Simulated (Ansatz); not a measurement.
# KTaO3 (Pm-3m): zone-centre modes under pressure, part 2 of 3

Aim: how do the optical modes of KTaO3 (Pm-3m) move with volume?

Ansatz 0.2.0; DFT LDA, scalar-relativistic, plane waves, PAW; PAW set soft_1.

So far. Step 3 (Tight relaxation): The forces vanish by symmetry and the pressure is -0.002 GPa, within the tolerances set. The cell now holds 12.34 Å³/atom.

**4. Zone-centre response at rest**

The modes at rest are the reference of the series, and the response to a field gives the dielectric tensor and the Born charges.

input.yaml

```yaml
crystal:
  lattice:
    - [3.9513564055, 0.0, 0.0]
    - [0.0, 3.9513564055, 0.0]
    - [0.0, 0.0, 3.9513564055]
  atoms:
    - { symbol: O, position: [0.5, 0.0, 0.0] }
    - { symbol: O, position: [0.0, 0.5, 0.0] }
    - { symbol: O, position: [0.0, 0.0, 0.5] }
    - { symbol: K, position: [0.5, 0.5, 0.5] }
    - { symbol: Ta, position: [0.0, 0.0, 0.0] }
kpoints:
  mp_grid: { grid: [8, 8, 8] }
hamiltonian:
  xc: lda
  pseudopotentials: { kind: paw, azcp: { folder: soft_1 }, xc_functional: pbe }
scf:
  occupations: { method: fixed }
output:
  eigenvalues: true
phonons:
  method: dfpt
  dielectric: true
  rigid_motions: translations
  raman: true
```

The run is started by

```console
ansatz run input.yaml --threads 8 --pin off --max-ram 16384MiB --backend cpu --events-out ev --progress --plain --runs-dir out
```

Numbers of over 12 decimals in the logs are rounded to 6 here.

Log:

```text
[...]
Crystal: 5 atoms, lattice volume = 61.693 Å³
Basis set: ecut = 420 eV, 1213 PW (Γ), exchange–correlation on 54×54×54 points (8 copies of the dense FFT grid, shifted against one another)
Bands: 25, of which v1, the nominal top of the filled ones, is band 20 counted from 1 (19 counted from 0)
Symmetry: 48 space group operations
k-points: 170 of 512 (irreducible under 2 space group operations, time reversal used)
[...]
SCF iter   1: F=—  HF=-12852.325017 eV  |F-HF|=—  |Δ(HF+E_count)|=         —  Δρ=5.52e-2  dr2=1.63e0  ethr=3.10e-3  ⟨swp⟩=4.3  Hψ=18056  notcnv=0  defer=454
[...]
SCF iter   9: F=-12851.822828 eV  HF=-12851.822828 eV  |F-HF|=1.82e-12  |Δ(HF+E_count)|=  2.35e-10  Δρ=2.52e-7  dr2=2.13e-11  ethr=1.00e-12  ⟨swp⟩=13.2  Hψ=27131  notcnv=0
SCF 1 converged in 9 iterations: F = -12851.822828 eV  dr2 = 2.13e-11
[...]
DFPT response loops at Γ: preconditioner auto → none (the input reference at scf.mixing.eps_inf says where Resta's filter doesn't serve); β = 0.50; Broyden in place of MSR1
── the response to a field inside a basis, on 8×8×8 k-points: an SCF that follows is theirs, and a resumed run solves both again ──
Bands: 21, of which v1, the nominal top of the filled ones, is band 20 counted from 1 (19 counted from 0)
k-points: 20
[...]
Eigensolver: Dense (20 Hₖ)
SCF iter   1: F=—  HF=-12851.822814 eV  |F-HF|=—  |Δ(HF+E_count)|=         —  Δρ=4.59e-4  dr2=2.29e-5  ethr=1.00e-1
[...]
SCF iter   6: F=-12851.822805 eV  HF=-12851.822805 eV  |F-HF|=1.46e-11  |Δ(HF+E_count)|=  3.07e-10  Δρ=1.90e-7  dr2=2.45e-11  ethr=2.09e-12
SCF 1 converged in 6 iterations: F = -12851.822805 eV  dr2 = 2.45e-11
[...]
SCF converged after 9 iterations
Free energy (F): -12851.822828 eV
[...]
Internal energy: -12851.822828 eV  (E = F + TS)
E sigma→0 (E₀):  -12851.822828 eV
Fermi energy:    8.725308 eV
[...]
--- Band table (eV; the first three rows and the last of 170) ---
  k-point 0: bands = [... 16 lower, 7.6053, 8.1114, 8.1114, 8.1114, 10.8631, 10.8631, 10.8631, 15.3260, ... 1 higher]
  k-point 1: bands = [... 16 lower, 7.5239, 7.6382, 8.0255, 8.0255, 10.8881, 11.3773, 11.3773, 15.6116, ... 1 higher]
  k-point 2: bands = [... 16 lower, 6.9904, 7.3379, 7.9420, 7.9420, 10.9498, 12.4449, 12.4449, 15.9098, ... 1 higher]
  k-point 169: bands = [... 16 lower, 4.7068, 8.7253, 8.7253, 8.7253, 15.4137, 15.4137, 15.4137, 17.5379, ... 1 higher]
--- Phonons (Γ-DFPT): 4 representative perturbations + reference, on 170 of 512 k-points (Σ response iterations 12) ---
  k mesh reduced under 2 symmetry operations, with k and −k counted as one. Each operation leaves every solved perturbation unchanged. A smaller set is not considered because the run solves the response to a homogeneous field
  ASR residual: 2.472e-4 → 0.000e0 eV/Å²; symmetrization residual: 4.369e-6 eV/Å²
  ASR residual per site (eV/Å²): 2.89e-5 2.89e-5 2.89e-5 3.04e-5 2.47e-4
  Γ frequencies (cm⁻¹): 0.00 0.00 0.00 102.45 102.45 102.45 181.29 181.29 181.29 247.70 247.70 247.70 555.59 555.59 555.59
  ε∞ (high-frequency dielectric tensor):
        5.434421     0.000000     0.000000
        0.000000     5.434421     0.000000
        0.000000     0.000000     5.434421
  ε⁰ (static dielectric tensor: ions relaxed, cell fixed):
      161.824988    -0.000000    -0.000000
       -0.000000   161.824988     0.000000
       -0.000000     0.000000   161.824988
  ε⁰ − ε∞ (ionic part):
      156.390567    -0.000000    -0.000000
       -0.000000   156.390567     0.000000
       -0.000000     0.000000   156.390567
  softest optical mode at Γ: 102.45 cm⁻¹; the repairs (sum rule, projections) moved no ω² at Γ by more than (1.27 cm⁻¹)²
  Born effective charges Z* (e; rows j = field, columns β = displacement):
    site 0:
        -6.49956   -0.00000   -0.00000
        -0.00000   -1.68593    0.00000
         0.00000    0.00000   -1.68593
    site 1:
        -1.68593    0.00000    0.00000
         0.00000   -6.49956    0.00000
         0.00000    0.00000   -1.68593
    site 2:
        -1.68593    0.00000   -0.00000
        -0.00000   -1.68593    0.00000
         0.00000    0.00000   -6.49956
    site 3:
         1.15233    0.00000   -0.00000
         0.00000    1.15233    0.00000
        -0.00000    0.00000    1.15233
    site 4:
         8.71908   -0.00000   -0.00000
         0.00000    8.71908    0.00000
         0.00000    0.00000    8.71908
  Z* charge neutrality: 1.847e-4 e pre-enforcement
  solved inside a basis spanned on kpoints, on 8×8×8 k-points transformed towards the longest dipole: ε∞ is read to err by 1.4e-2, Z* by 2.9e-2 e (field_mesh: kpoints solves on kpoints); Z* is corrected for what the basis lacks
  Raman tensors (in the event stream and the table raman_tensors.tsv): an entry may err by 9.7e-4 Å², one of the second-order susceptibility by 1.4e-19 pm/V (basis, points and sum rule); their sum over the sites missed zero by 2.612e-21 Å² ahead of its enforcement
  optical modes at Γ without the LO–TO term, one row a degenerate level:
      ω (cm⁻¹)  modes    IR ((D/Å)²/amu)  static Raman (Å⁴/amu)  depolarisation
        102.45      3           134.0250                 0.0000               —
        181.29      3            17.0051                 0.0000               —
        247.70      3             0.0000                 0.0000               —
        555.59      3            87.7415                 0.0000               —
  optical modes at Γ + LO–TO along q̂ = [1.0000, 0.0000, 0.0000]:
      ω (cm⁻¹)  modes    IR ((D/Å)²/amu)  static Raman (Å⁴/amu)  depolarisation
        102.45      2            89.3500                 0.0000               —
        173.38      1             0.0295                 0.0000               —
        181.29      2            11.3368                 0.0000               —
        247.70      3             0.0000                 0.0000               —
        396.43      1             6.6465                 0.0000               —
        555.59      2            58.4943                 0.0000               —
        819.24      1            72.9145                 0.0000               —
  optical modes at Γ + LO–TO along q̂ = [0.0000, 1.0000, 0.0000]:
      ω (cm⁻¹)  modes    IR ((D/Å)²/amu)  static Raman (Å⁴/amu)  depolarisation
        102.45      2            89.3500                 0.0000               —
        173.38      1             0.0295                 0.0000               —
        181.29      2            11.3368                 0.0000               —
        247.70      3             0.0000                 0.0000               —
        396.43      1             6.6465                 0.0000               —
        555.59      2            58.4943                 0.0000               —
        819.24      1            72.9145                 0.0000               —
  optical modes at Γ + LO–TO along q̂ = [0.0000, 0.0000, 1.0000]:
      ω (cm⁻¹)  modes    IR ((D/Å)²/amu)  static Raman (Å⁴/amu)  depolarisation
        102.45      2            89.3500                 0.0000               —
        173.38      1             0.0295                 0.0000               —
        181.29      2            11.3368                 0.0000               —
        247.70      3             0.0000                 0.0000               —
        396.43      1             6.6465                 0.0000               —
        555.59      2            58.4943                 0.0000               —
        819.24      1            72.9145                 0.0000               —
```

Elapsed: 1.7 min, on 8 threads of Arm Neoverse N1, shared host; peak memory 1.5 GiB.

In the SCF lines HF is the Harris–Foulkes energy and dr2 the Hartree energy of the density residual, in eV; the loop may stop once dr2 is under the threshold and the program's other checks hold. Hψ counts applications of the Hamiltonian.

This step gave:

```
sum-rule residual before enforcement                    : 2.47e-4 eV/Å²
miss of the charge sum rule                             : 1.85e-4 e
estimated error of the dielectric tensor                : 0.01438
estimated error of the Born charges                     : 0.02862 e
point group                                             : m-3m
highest optical mode at the zone centre (no LO-TO term) : 555.6 cm⁻¹
lowest optical zone-centre mode                         : 102.5 cm⁻¹
mean high-frequency dielectric constant                 : 5.434
largest Born charge (third of the trace)                : 8.719 e
mean static dielectric constant                         : 161.8
top of the zone-centre spectrum with the field          : 819.2 cm⁻¹
```

Without the LO-TO term. Patterns of degenerate modes are one choice out of their space. Modes at Γ, with each element's share of the kinetic energy:

```
mode  frequency (cm⁻¹)  symmetry  O %  K %  Ta %
   1               0.0  acoustic   18   15    68
   2               0.0  acoustic   18   15    68
   3               0.0  acoustic   18   15    68
   4             102.5       T1u   69    4    27
   5             102.5       T1u   69    4    27
   6             102.5       T1u   69    4    27
   7             181.3       T1u   13   81     5
   8             181.3       T1u   13   81     5
   9             181.3       T1u   13   81     5
  10             247.7       T2u  100    0     0
  11             247.7       T2u  100    0     0
  12             247.7       T2u  100    0     0
  13             555.6       T1u  100    0     0
  14             555.6       T1u  100    0     0
  15             555.6       T1u  100    0     0
```

Displacements in mode 5 (102.5 cm⁻¹), the largest set to 1:
```
O1   0.32 -1.00 -0.27
O2   0.41 -0.79 -0.27
O3   0.41 -1.00 -0.22
K4   0.10 -0.25 -0.07
Ta5 -0.12  0.30  0.08
```

Displacements in mode 8 (181.3 cm⁻¹), the largest set to 1:
```
O1   0.00  0.07 -0.39
O2  -0.01  0.06 -0.39
O3  -0.01  0.07 -0.31
K4   0.01 -0.18  1.00
Ta5  0.00  0.02 -0.12
```

Optical modes at the zone centre, without and with the macroscopic field of the longitudinal modes; each column is sorted by frequency, so a row need not hold one and the same mode. Modes with and without the field, by row:

```
rank among optical modes  no field (cm⁻¹)  q along (1, 0, 0) (cm⁻¹)
                       1            102.5                     102.5
                       2            102.5                     102.5
                       3            102.5                     173.4
                       4            181.3                     181.3
                       5            181.3                     181.3
                       6            181.3                     247.7
                       7            247.7                     247.7
                       8            247.7                     247.7
                       9            247.7                     396.4
                      10            555.6                     555.6
                      11            555.6                     555.6
                      12            555.6                     819.2
```

Born charge (rows field, columns displacement) (e), principal values of the symmetric part by kind of site:

```
atom  atoms with these values    low  middle   high   mean
  O1                        3  -6.50   -1.69  -1.69  -3.29
  K4                        1   1.15    1.15   1.15   1.15
 Ta5                        1   8.72    8.72   8.72   8.72
```

In full for O1:

```
-6.50  0.00  0.00
 0.00 -1.69  0.00
 0.00  0.00 -1.69
```

High-frequency dielectric tensor:

```
5.43 0.00 0.00
0.00 5.43 0.00
0.00 0.00 5.43
```

Static dielectric tensor (ions relaxed, fixed cell):

```
161.8   0.0   0.0
  0.0 161.8   0.0
  0.0   0.0 161.8
```

Transverse modes. Lines of the infrared spectrum (strongest = 100):

```
position (cm⁻¹)  label  relative intensity
            102    T1u                 100
            181    T1u                  13
            248    T2u                 0.0
            556    T1u                  65
```

Before it was imposed, the acoustic sum rule was missed by 2.5e-4 eV/Å² and the charge sum rule by 1.8e-4 e. Small misses are needed for a sound result but don't prove that mesh and cutoff are converged. The lowest optical mode is real, 102 cm⁻¹.

**5. Ground state of a member: 1.06 times the volume at rest**

The cell is set to 1.06 times the volume at rest; symmetry leaves nothing else free, so this is a single point.

input.yaml, the sections that differ from step 4:

```yaml
crystal:
  lattice:
    - [4.028853657, 0.0, 0.0]
    - [0.0, 4.028853657, 0.0]
    - [0.0, 0.0, 4.028853657]
  atoms:
    - { symbol: O, position: [0.5, 0.0, 0.0] }
    - { symbol: O, position: [0.0, 0.5, 0.0] }
    - { symbol: O, position: [0.0, 0.0, 0.5] }
    - { symbol: K, position: [0.5, 0.5, 0.5] }
    - { symbol: Ta, position: [0.0, 0.0, 0.0] }
output:
  forces: true
  stress: true
  eigenvalues: true
# kpoints, hamiltonian, scf: as in step 4
# phonons: removed
```

Log:

```text
[...]
Crystal: 5 atoms, lattice volume = 65.395 Å³
Basis set: ecut = 420 eV, 1309 PW (Γ)
Bands: 25, of which v1, the nominal top of the filled ones, is band 20 counted from 1 (19 counted from 0)
Symmetry: 48 space group operations
[...]
k-points: 35 of 512
[...]
SCF iter   1: F=—  HF=-12852.255478 eV  |F-HF|=—  |Δ(HF+E_count)|=         —  Δρ=5.42e-2  dr2=1.74e0  ethr=3.10e-3  ⟨swp⟩=4.3  Hψ=3701  notcnv=0  defer=86
[...]
SCF iter   8: F=-12851.686110 eV  HF=-12851.686110 eV  |F-HF|=5.77e-10  |Δ(HF+E_count)|=   6.88e-8  Δρ=2.67e-6  dr2=3.98e-9  ethr=2.50e-10  ⟨swp⟩=10.6  Hψ=4096  notcnv=0
SCF 1 converged in 8 iterations: F = -12851.686110 eV  dr2 = 3.98e-9
[...]
SCF converged after 8 iterations
Free energy (F): -12851.686110 eV
[...]
Internal energy: -12851.686110 eV  (E = F + TS)
E sigma→0 (E₀):  -12851.686110 eV
Fermi energy:    7.924891 eV
[...]
--- Stress (GPa, compression-positive) ---
      -11.203040       0.000000       0.000000
        0.000000     -11.203040       0.000000
        0.000000       0.000000     -11.203040
  P = ⅓ Tr σ = -11.2030 GPa (-112.030 kbar)
--- Band table (eV; the first three rows and the last of 35) ---
  k-point 0: bands = [... 16 lower, 6.8956, 7.2834, 7.2834, 7.2834, 9.9408, 9.9408, 9.9408, 14.0641, ... 1 higher]
  k-point 1: bands = [... 16 lower, 6.8241, 6.8582, 7.2033, 7.2033, 9.9621, 10.4161, 10.4161, 14.3252, ... 1 higher]
  k-point 2: bands = [... 16 lower, 6.2707, 6.6588, 7.1296, 7.1296, 10.0144, 11.3975, 11.3975, 14.4230, ... 1 higher]
  k-point 34: bands = [... 16 lower, 4.0857, 7.9249, 7.9249, 7.9249, 14.0888, 14.0888, 14.0888, 16.5687, ... 1 higher]
```

Wall time 1.2 s (8 threads); peak memory 0.41 GiB; 6.6 s of CPU time.

Numbers from this step:

```yaml
pressure: -11.20 GPa
gap_on_the_k_mesh: 2.016 eV
volume_per_atom: 13.08 Å³
```

The forces vanish by symmetry, at a pressure of -11.20 GPa.

(Continued in part 3 of 3.)

[Logs are printed without paths, hosts, clocks, repeated set-up lines and the standing remarks that a program may print on its own settings, such as how far it seeks lower states.]

[Hosts, paths, dates, database ids (printed as entryN), source tags and the programs' standing remarks are cut or masked in the printed files.]
